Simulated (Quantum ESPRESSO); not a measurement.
# The valence band of WC as photoemission sees it, part 8 of 15

Wanted: projected DOS of WC, weighted into photoemission and X-ray emission spectra, at several levels of theory.

Quantum ESPRESSO 7.5; DFT, PBE, plane waves, ultrasoft GBRV pseudopotentials, scalar-relativistic (the session's first sound run).

So far. Step 5 (The base run: bands): Of the bands kept, 2 cross the Fermi level on this path. Step 6 (With spin–orbit coupling: self-consistent run): The run ends at a pressure of 5.96 GPa.

## (9) With spin–orbit coupling: bands

Level of this step: DFT, PBE, plane waves, norm-conserving PseudoDojo pseudopotentials, with spin-orbit coupling (Quantum ESPRESSO).

The bands are solved at chosen points on the fixed potential.

bands.in reads:

```
&control
  calculation = 'bands'
  prefix = 'pes'
  outdir = './tmp'
  pseudo_dir = './pp'
  verbosity = 'high'
/
&system
  ibrav = 0
  nat = 2
  ntyp = 2
  ecutwfc = 82.0
  ecutrho = 328.0
  occupations = 'smearing'
  nbnd = 34
  smearing = 'fd'
  degauss = 0.00367
  noncolin = .true.
  lspinorb = .true.
/
&electrons
  conv_thr = 1.2e-08
  mixing_beta = 0.5
  electron_maxstep = 120
  diago_full_acc = .true.
/
ATOMIC_SPECIES
W 183.8400 W.upf
C 12.0110 C.upf
CELL_PARAMETERS angstrom
 2.906500000 0.000000000 0.000000000
 -1.453250000 2.517102836 0.000000000
 0.000000000 0.000000000 2.836600000
ATOMIC_POSITIONS crystal
W 0.000000000 0.000000000 0.000000000
C 0.666666667 0.333333333 0.500000000
K_POINTS crystal
93
 0.00000000 0.00000000 0.00000000 1
 0.05000000 0.00000000 0.00000000 1
 0.10000000 0.00000000 0.00000000 1
 0.15000000 0.00000000 0.00000000 1
 0.20000000 0.00000000 0.00000000 1
 0.25000000 0.00000000 0.00000000 1
 ! [... 85 more points ...]
 0.33333300 0.33333300 0.05000000 1
 0.33333300 0.33333300 0.00000000 1
```

Command:

```console
$ OMP_NUM_THREADS=1 mpirun -n 4 pw.x -nk 4 -in bands.in > bands.out
```

Log:

```text
[banner, memory and clock lines left out]
Program PWSCF v.7.5 starts

          URL

     Atomic positions and unit cell read from directory:
     ./tmp/pes.save/

     Message from routine setup:
     using ibrav=0 with symmetry is DISCOURAGED, use correct ibrav instead

     G-vector sticks info

     bravais-lattice index     =            0
     lattice parameter (alat)  =       5.4925  a.u.
     unit-cell volume          =     140.0445 (a.u.)^3
     number of atoms/cell      =            2
     number of atomic types    =            2
     number of electrons       =        18.00
     number of Kohn-Sham states=           34
     kinetic-energy cutoff     =      82.0000  Ry
     charge density cutoff     =     328.0000  Ry
     Exchange-correlation= PBE
                           (   1   4   3   4   0   0   0)
     Non magnetic calculation with spin-orbit

     celldm(1)=   5.492489  celldm(2)=   0.000000  celldm(3)=   0.000000
     celldm(4)=   0.000000  celldm(5)=   0.000000  celldm(6)=   0.000000

     crystal axes: (cart. coord. in units of alat)
               a(1) = (   1.000000   0.000000   0.000000 )
               a(2) = (  -0.500000   0.866025   0.000000 )
               a(3) = (   0.000000   0.000000   0.975950 )

     reciprocal axes: (cart. coord. in units 2 pi/alat)
               b(1) = (  1.000000  0.577350 -0.000000 )
               b(2) = (  0.000000  1.154701  0.000000 )
               b(3) = (  0.000000 -0.000000  1.024642 )

     PseudoPot. # 1 for W  read from file:
     ./pp/W.upf
     Pseudo is Norm-conserving + core correction, Zval = 14.0
     Generated using ONCVPSP code by D. R. Hamann
     Using radial grid of 1396 points, 14 beta functions with:
                l(1) =   0
                l(2) =   0
                l(3) =   1
                l(4) =   1
                l(5) =   1
                l(6) =   1
                l(7) =   2
                l(8) =   2
                l(9) =   2
               l(10) =   2
               l(11) =   3
               l(12) =   3
               l(13) =   3
               l(14) =   3

     PseudoPot. # 2 for C  read from file:
     ./pp/C.upf
     Pseudo is Norm-conserving + core correction, Zval =  4.0
     Generated using ONCVPSP code by D. R. Hamann
     Using radial grid of 1248 points,  6 beta functions with:
                l(1) =   0
                l(2) =   0
                l(3) =   1
                l(4) =   1
                l(5) =   1
                l(6) =   1

     atomic species   valence    mass     pseudopotential
     W                14.00   183.84000     W ( 1.00)
     C                 4.00    12.01100     C ( 1.00)

     12 Sym. Ops. (no inversion) found

                                    s                        frac. trans.

      isym =  1     identity

 cryst.   s( 1) = (     1          0          0      )
                  (     0          1          0      )
                  (     0          0          1      )

 cart.    s( 1) = (  1.0000000 -0.0000000  0.0000000 )
                  (  0.0000000  1.0000000  0.0000000 )
                  (  0.0000000  0.0000000  1.0000000 )

      isym =  2     180 deg rotation - cart. axis [0,1,0]

 cryst.   s( 2) = (    -1          0          0      )
                  (     1          1          0      )
                  (     0          0         -1      )

 cart.    s( 2) = ( -1.0000000  0.0000000  0.0000000 )
                  (  0.0000000  1.0000000  0.0000000 )
                  (  0.0000000  0.0000000 -1.0000000 )

      isym =  3     120 deg rotation - cryst. axis [0,0,1]

 cryst.   s( 3) = (     0          1          0      )
                  (    -1         -1          0      )
                  (     0          0          1      )

 cart.    s( 3) = ( -0.5000000 -0.8660254  0.0000000 )
                  (  0.8660254 -0.5000000  0.0000000 )
                  (  0.0000000  0.0000000  1.0000000 )

      isym =  4     120 deg rotation - cryst. axis [0,0,-1]

 cryst.   s( 4) = (    -1         -1          0      )
                  (     1          0          0      )
                  (     0          0          1      )

 cart.    s( 4) = ( -0.5000000  0.8660254  0.0000000 )
                  ( -0.8660254 -0.5000000  0.0000000 )
                  (  0.0000000  0.0000000  1.0000000 )

      isym =  5     180 deg rotation - cryst. axis [1,-1,0]

 cryst.   s( 5) = (     0         -1          0      )
[...]
cart.    s( 5) = (  0.5000000 -0.8660254  0.0000000 )
[...]
isym =  6     180 deg rotation - cryst. axis [2,1,0]

 cryst.   s( 6) = (     1          1          0      )
[...]
cart.    s( 6) = (  0.5000000  0.8660254  0.0000000 )
[...]
isym =  7     inv. 180 deg rotation - cart. axis [0,0,1]

 cryst.   s( 7) = (     1          0          0      )
[...]
cart.    s( 7) = (  1.0000000 -0.0000000  0.0000000 )
[...]
isym =  8     inv. 180 deg rotation - cart. axis [1,0,0]

 cryst.   s( 8) = (    -1          0          0      )
[...]
cart.    s( 8) = ( -1.0000000  0.0000000  0.0000000 )
[...]
isym =  9     inv.  60 deg rotation - cryst. axis [0,0,1]

 cryst.   s( 9) = (    -1         -1          0      )
[...]
cart.    s( 9) = ( -0.5000000  0.8660254  0.0000000 )
[...]
isym = 10     inv.  60 deg rotation - cryst. axis [0,0,-1]

 cryst.   s(10) = (     0          1          0      )
[...]
cart.    s(10) = ( -0.5000000 -0.8660254  0.0000000 )
[...]
isym = 11     inv. 180 deg rotation - cryst. axis [0,1,0]

 cryst.   s(11) = (     1          1          0      )
                  (     0         -1          0      )
                  (     0          0          1      )

 cart.    s(11) = (  0.5000000  0.8660254  0.0000000 )
                  (  0.8660254 -0.5000000  0.0000000 )
                  (  0.0000000  0.0000000  1.0000000 )

      isym = 12     inv. 180 deg rotation - cryst. axis [1,1,0]

 cryst.   s(12) = (     0         -1          0      )
                  (    -1          0          0      )
                  (     0          0          1      )

 cart.    s(12) = (  0.5000000 -0.8660254  0.0000000 )
                  ( -0.8660254 -0.5000000  0.0000000 )
                  (  0.0000000  0.0000000  1.0000000 )

   Cartesian axes

     site n.     atom                  positions (alat units)
         1        W      tau(   1) = (   0.0000000   0.0000000   0.0000000  )
         2        C      tau(   2) = (   0.5000000   0.2886751   0.4879752  )

   Crystallographic axes

[...]
k(    8) = (   0.3500000   0.2020726   0.0000000), wk =   0.0107527
        k(    9) = (   0.4000000   0.2309401   0.0000000), wk =   0.0107527
        k(   10) = (   0.4500000   0.2598076   0.0000000), wk =   0.0107527
        k(   11) = (   0.5000000   0.2886751   0.0000000), wk =   0.0107527
        k(   12) = (   0.4833333   0.3175426   0.0000000), wk =   0.0107527
        k(   13) = (   0.4666666   0.3464100   0.0000000), wk =   0.0107527
        k(   14) = (   0.4499999   0.3752775   0.0000000), wk =   0.0107527
        k(   15) = (   0.4333332   0.4041450   0.0000000), wk =   0.0107527
        k(   16) = (   0.4166665   0.4330124   0.0000000), wk =   0.0107527
[...]
cryst. coord.
[...]
k(   86) = (   0.3333330   0.3333330   0.3500000), wk =   0.0107527
        k(   87) = (   0.3333330   0.3333330   0.3000000), wk =   0.0107527
        k(   88) = (   0.3333330   0.3333330   0.2500000), wk =   0.0107527
        k(   89) = (   0.3333330   0.3333330   0.2000000), wk =   0.0107527
        k(   90) = (   0.3333330   0.3333330   0.1500000), wk =   0.0107527
        k(   91) = (   0.3333330   0.3333330   0.1000000), wk =   0.0107527
        k(   92) = (   0.3333330   0.3333330   0.0500000), wk =   0.0107527
        k(   93) = (   0.3333330   0.3333330   0.0000000), wk =   0.0107527

     Dense  grid:    14023 G-vectors     FFT dimensions: (  32,  32,  32)

     Dynamical RAM for                 wfc:       1.82 MB

     Dynamical RAM for     wfc (w. buffer):       1.82 MB

     Dynamical RAM for           str. fact:       0.43 MB

     Dynamical RAM for           local pot:       0.00 MB

     Dynamical RAM for          nlocal pot:       2.04 MB

     Dynamical RAM for                qrad:      20.36 MB

     Dynamical RAM for          rho,v,vnew:       5.57 MB

     Dynamical RAM for           G-vectors:       0.91 MB

     Dynamical RAM for          h,s,v(r/c):       0.21 MB

     Dynamical RAM for          <psi|beta>:       0.08 MB

     Dynamical RAM for                 psi:       3.64 MB

     Dynamical RAM for                hpsi:       3.64 MB

     Dynamical RAM for      wfcinit/wfcrot:       2.76 MB

     The potential is recalculated from file :
     ./tmp/pes.save/charge-density

     Starting wfcs are   28 randomized atomic wfcs +    6 random wfcs

     Band Structure Calculation
     Davidson diagonalization with overlap

     Computing kpt #:     1  of    24 on this pool

     Computing kpt #:     2  of    24 on this pool

     Computing kpt #:     3  of    24 on this pool

     Computing kpt #:     4  of    24 on this pool

     Computing kpt #:     5  of    24 on this pool

     Computing kpt #:     6  of    24 on this pool

     Computing kpt #:     7  of    24 on this pool

     Computing kpt #:     8  of    24 on this pool

     Computing kpt #:     9  of    24 on this pool

     Computing kpt #:    10  of    24 on this pool

     Computing kpt #:    11  of    24 on this pool

     Computing kpt #:    12  of    24 on this pool

     Computing kpt #:    13  of    24 on this pool

     Computing kpt #:    14  of    24 on this pool

     Computing kpt #:    15  of    24 on this pool

     Computing kpt #:    16  of    24 on this pool

     Computing kpt #:    17  of    24 on this pool

     Computing kpt #:    18  of    24 on this pool

     Computing kpt #:    19  of    24 on this pool

     Computing kpt #:    20  of    24 on this pool

     Computing kpt #:    21  of    24 on this pool

     Computing kpt #:    22  of    24 on this pool

     Computing kpt #:    23  of    24 on this pool

     Computing kpt #:    24  of    24 on this pool

     ethr =  6.67E-11,  avg # of iterations = 36.8

     End of band structure calculation

          k = 0.0000 0.0000 0.0000 (  1737 PWs)   bands (ev):

   -53.2345 -53.2345 -24.4578 -24.4578 -14.6005 -14.6005 -14.5131 -14.5131
     6.1010   6.1010  16.2368  16.2368  17.0550  17.0550  17.3606  17.3606
    20.5968  20.5968  23.6208  23.6208  24.0128  24.0128  26.1152  26.1152
    26.2442  26.2442  26.9307  26.9307  34.8801  34.8801  36.9485  36.9485
    37.5035  37.5035

          k = 0.0500 0.0289 0.0000 (  1737 PWs)   bands (ev):

   -53.2331 -53.2331 -24.4621 -24.4621 -14.6042 -14.6042 -14.5291 -14.5291
     6.1673   6.1673  16.2623  16.2623  17.0165  17.0165  17.3621  17.3621
    20.3902  20.3902  23.6918  23.6918  24.1443  24.1443  25.9950  25.9950
    26.1791  26.1791  27.1352  27.1352  34.7273  34.7273  37.1446  37.1446
    37.7354  37.7354

          k = 0.1000 0.0577 0.0000 (  1741 PWs)   bands (ev):

   -53.2289 -53.2289 -24.4747 -24.4747 -14.6245 -14.6245 -14.5653 -14.5653
     6.3619   6.3619  16.2630  16.2630  16.8780  16.8780  17.4900  17.4900
    19.9043  19.9043  23.6896  23.6896  24.6130  24.6130  25.6439  25.6439
    26.0382  26.0382  27.6863  27.6863  34.4492  34.4492  37.5846  37.5846
    38.3370  38.3370

          k = 0.1500 0.0866 0.0000 (  1740 PWs)   bands (ev):

   -53.2224 -53.2224 -24.4944 -24.4944 -14.6897 -14.6897 -14.5866 -14.5866
     6.6721   6.6721  15.9994  15.9994  16.9048  16.9048  17.7621  17.7621
    19.3251  19.3251  23.6019  23.6019  25.0607  25.0607  25.3188  25.3188
    25.8656  25.8656  28.4533  28.4533  34.2584  34.2584  38.1326  38.1326
    39.0089  39.0089

          k = 0.2000 0.1155 0.0000 (  1744 PWs)   bands (ev):

[...]
39.3052  39.3052

          k = 0.2500 0.1443 0.0000 (  1756 PWs)   bands (ev):

[...]
39.0994  39.0994

          k = 0.3000 0.1732 0.0000 (  1758 PWs)   bands (ev):

[...]
38.9549  38.9549

          k = 0.3500 0.2021 0.0000 (  1748 PWs)   bands (ev):

[...]
39.2823  39.2823

          k = 0.4000 0.2309 0.0000 (  1752 PWs)   bands (ev):

[...]
39.7521  39.7521

          k = 0.4500 0.2598 0.0000 (  1772 PWs)   bands (ev):

[...]
39.9209  39.9209

          k = 0.5000 0.2887 0.0000 (  1770 PWs)   bands (ev):

[...]
39.8154  39.8154

          k = 0.4833 0.3175 0.0000 (  1766 PWs)   bands (ev):

[...]
39.8206  39.8614

          k = 0.4667 0.3464 0.0000 (  1766 PWs)   bands (ev):

[...]
39.8692  39.9367

          k = 0.4500 0.3753 0.0000 (  1766 PWs)   bands (ev):

[...]
39.9315  40.0132

          k = 0.4333 0.4041 0.0000 (  1766 PWs)   bands (ev):

[...]
39.9828  40.0769

          k = 0.4167 0.4330 0.0000 (  1766 PWs)   bands (ev):

[...]
40.0128  40.1293

[...]
38.0939  38.2214

          k = 0.5000 0.2887 0.2049 (  1758 PWs)   bands (ev):

[...]
38.7292  38.8212

          k = 0.5000 0.2887 0.1537 (  1770 PWs)   bands (ev):

[...]
39.2362  39.3113

          k = 0.5000 0.2887 0.1025 (  1768 PWs)   bands (ev):

[...]
39.5694  39.6353

          k = 0.5000 0.2887 0.0512 (  1760 PWs)   bands (ev):

[...]
39.7467  39.7894

          k = 0.5000 0.2887 0.0000 (  1770 PWs)   bands (ev):

[...]
39.8154  39.8154

          k = 0.3333 0.5773 0.5123 (  1782 PWs)   bands (ev):

[...]
9.5652   9.6105  13.2835  13.3777  14.8658  15.3340  18.7056  18.9489
    19.8577  20.0559  24.8757  24.9562  26.8871  27.1428  27.8559  28.4418
    29.6802  29.7453  30.5882  30.8953  31.2357  32.0488  34.2650  34.2759
    36.0285  36.2273

          k = 0.3333 0.5773 0.4611 (  1770 PWs)   bands (ev):

   -53.1290 -53.1290 -24.7592 -24.7439 -15.2423 -15.2188 -15.1346 -15.0641
     9.5768   9.6338  13.3308  13.4333  14.8963  15.3557  18.5683  18.7887
    19.8444  20.0209  24.7930  24.8655  26.8915  27.1038  27.8677  28.4058
    29.7587  29.8779  30.0122  30.3607  31.8158  32.5334  34.3494  34.3586
    36.2639  36.4800

          k = 0.3333 0.5773 0.4099 (  1776 PWs)   bands (ev):

   -53.1319 -53.1319 -24.7522 -24.7368 -15.2083 -15.1846 -15.1444 -15.0735
[... further rows ...]
```

Wall time 20 s (4 MPI ranks of Intel Xeon at 2.60GHz (Ice Lake), shared host).

The electronic bands at the labelled points (eV, zero at the Fermi level; # counts the bands kept):

```
    point     #7     #8     #9    #10    #11    #12   #13   #14
        Γ  -3.20  -3.20   0.03   0.03   3.06   3.06  3.45  3.45
  halfway  -2.35  -2.35  -1.99  -1.99   2.78   2.78  3.66  3.66
        M  -3.58  -3.58  -0.49  -0.49   2.35   2.35  4.39  4.39
  halfway  -3.59  -3.50  -0.28  -0.14   1.24   1.45  3.13  3.29
        K  -3.54  -3.40   0.41   0.75   0.76   1.20  2.05  2.13
  halfway  -2.67  -2.61  -1.92  -1.83   2.20   2.36  3.15  3.34
        Γ  -3.20  -3.20   0.03   0.03   3.06   3.06  3.45  3.45
  halfway  -2.61  -2.61   0.41   0.48   0.48   0.94  1.08  1.08
        A  -1.99  -1.99  -0.84  -0.84  -0.28  -0.28  3.59  3.59
  halfway  -3.17  -3.17  -1.78  -1.78   1.41   1.41  4.66  4.66
        L  -4.24  -4.24   0.23   0.23   4.41   4.41  5.25  5.25
  halfway  -2.46  -2.33  -0.49  -0.34   4.82   4.83  5.66  6.22
        H  -1.86  -1.62  -0.71  -0.51   4.31   4.39  6.32  6.58
  halfway  -2.55  -2.42  -2.07  -1.91   2.17   2.38  4.62  4.94
        A  -1.99  -1.99  -0.84  -0.84  -0.28  -0.28  3.59  3.59
jump to L  -4.24  -4.24   0.23   0.23   4.41   4.41  5.25  5.25
  halfway  -3.02  -2.97  -1.11  -0.84   3.40   3.86  4.00  4.29
        M  -3.58  -3.58  -0.49  -0.49   2.35   2.35  4.39  4.39
jump to H  -1.86  -1.62  -0.71  -0.51   4.31   4.39  6.32  6.58
  halfway  -4.45  -4.29  -0.86  -0.78   2.96   2.96  5.12  5.45
        K  -3.54  -3.40   0.41   0.75   0.76   1.20  2.05  2.13
```

Of the bands kept, 4 cross the Fermi level on this path (spinor bands, one electron each).

(Part 8 of 15 ends here.)

[Logs are printed without paths, hosts, clocks, repeated set-up lines and the standing remarks that a program may print on its own settings, such as how far it seeks lower states.]

[Hosts, paths, dates, database ids (printed as entryN), source tags and the programs' standing remarks are cut or masked in the printed files.]

[Maps of the electrostatic potential energy from Ansatz leave out the sawtooth potential of an applied field or a dipole correction, so their vacuum need not be flat; work functions include it.]

[Peak lists hold at most the 14 tallest peaks of each spectrum; further lines can be left out.]
